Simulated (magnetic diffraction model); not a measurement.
## Solving a magnetic structure from powder neutron data: Ce3Sc2Si3

Space group Cmcm (no. 63), a = 4.2140 Å, b = 10.8210 Å, c = 14.4490 Å.

| site | atom | x | y | z |
| --- | --- | --- | --- | --- |
| 4c | Ce | 1/2 | 0.1367 | 1/4 |
| 8f | Ce | 1/2 | 0.4147 | 0.3870 |
| 8f | Sc | 1/2 | 0.2845 | 0.9178 |
| 4c | Si | 0 | 0.3309 | 1/4 |
| 8f | Si | 1/2 | 0.1243 | 0.4578 |

This is a made-up structure (elements placed in a structure type, unrelaxed), so the numbers test the method and describe no known phase.

Only Ce is taken to order (form factors of Ce3+); orders and moment sizes are assumed, and not adapted to the symmetry. Radiation: neutrons of λ = 4.2 Å, 3° to 80°; isotropic B of 0.25 Å² (Ce), 0.3 Å² (Sc) and 0.29 Å² (Si). Simulated constant-wavelength pattern: nuclear and magnetic terms add, the magnetic one as |2.695 fm × Σ f S⊥ exp(2πi Q·r) exp(−B s²)|², summed over all Q at one angle with the factor 1/(sin²θ cos θ). For collinear order S is the moment m, which repeats by lattice and centring translations R with the sign exp(−2πi k·R). Free-ion form factors, Sears's scattering lengths of 1992, no absorption; a label names one of the reflections at its angle. The strongest nuclear line in the range is 100, and lines under 0.2 are left out.

Above the ordering temperature:

```csv
2θ (°),index,I
33.80,(0 0 2),61.1
45.68,(0 2 0),100.0
48.97,(0 2 1),3.8
58.01,(0 2 2),19.4
64.66,(1 1 0),1.8
67.31,(1 1 1),25.6
71.09,(0 0 4),7.4
71.43,(0 2 3),14.3
74.99,(1 1 2),7.4
```

Below it (cell unchanged):

```
2θ (°)      I
 33.80   61.4
 45.68  102.7
 48.97    3.9
 58.01   19.7
 64.66    6.5
 67.31   40.4
 71.09    7.5
 71.43   25.7
 74.99   11.7
```

**Question.** Find the propagation vector, then choose among these models:
A. collinear moments along [111], 1.6 μB on Ce; signs + at (1/2, 0.1367, 1/4), + at (0, 0.3633, 3/4), − at (1/2, 0.4147, 0.3870), + at (0, 0.0853, 0.6130), + at (1/2, 0.4147, 0.1130), + at (0, 0.0853, 0.8870)
B. collinear moments along [101], 1.6 μB on Ce; signs + at (1/2, 0.1367, 1/4), + at (0, 0.3633, 3/4), + at (1/2, 0.4147, 0.3870), + at (0, 0.0853, 0.6130), + at (1/2, 0.4147, 0.1130), + at (0, 0.0853, 0.8870)
C. collinear moments along [101], 1.6 μB on Ce; signs + at (1/2, 0.1367, 1/4), + at (0, 0.3633, 3/4), − at (1/2, 0.4147, 0.3870), + at (0, 0.0853, 0.6130), + at (1/2, 0.4147, 0.1130), + at (0, 0.0853, 0.8870)
D. collinear moments along [111], 1.6 μB on Ce; signs + at (1/2, 0.1367, 1/4), + at (0, 0.3633, 3/4), + at (1/2, 0.4147, 0.3870), + at (0, 0.0853, 0.6130), + at (1/2, 0.4147, 0.1130), + at (0, 0.0853, 0.8870)

No line moves, and magnetic intensity falls on nuclear lines such as the one at 67.31°, so the magnetic cell equals the chemical primitive cell: k = 0.

Magnetic intensity, observed (below minus above) and for each model:

| 2θ (°) | index | observed | A | B | C | D |
| --- | --- | --- | --- | --- | --- | --- |
| 16.71 | (0 0 1) | <0.2 | 11.5 | <0.2 | 2.3 | <0.2 |
| 33.80 | (0 0 2) | 0.3 | 4.9 | 0.3 | 1.0 | 1.4 |
| 45.68 | (0 2 0) | 2.7 | 2.4 | 2.7 | 3.6 | 1.8 |
| 48.97 | (0 2 1) | 0.2 | 3.6 | 0.2 | 5.5 | 0.1 |
| 58.01 | (0 2 2) | 0.3 | 2.0 | 0.3 | 3.7 | 0.2 |
| 64.66 | (1 1 0) | 4.7 | 1.2 | 4.7 | 1.3 | 4.6 |
| 71.43 | (0 2 3) | 11.3 | 8.8 | 11.3 | 6.4 | 11.9 |
| 74.99 | (1 1 2) | 4.3 | 8.0 | 4.3 | 8.3 | 4.6 |

Model B matches.

The absence at (0 0 1) is telling: the sublattices cancel there.

The structure used: k = (0 0 0), collinear moments along [101], 1.6 μB on Ce; signs + at (1/2, 0.1367, 1/4), + at (0, 0.3633, 3/4), + at (1/2, 0.4147, 0.3870), + at (0, 0.0853, 0.6130), + at (1/2, 0.4147, 0.1130), + at (0, 0.0853, 0.8870).

[Logs are printed without paths, hosts, clocks, repeated set-up lines and the standing remarks that a program may print on its own settings, such as how far it seeks lower states.]
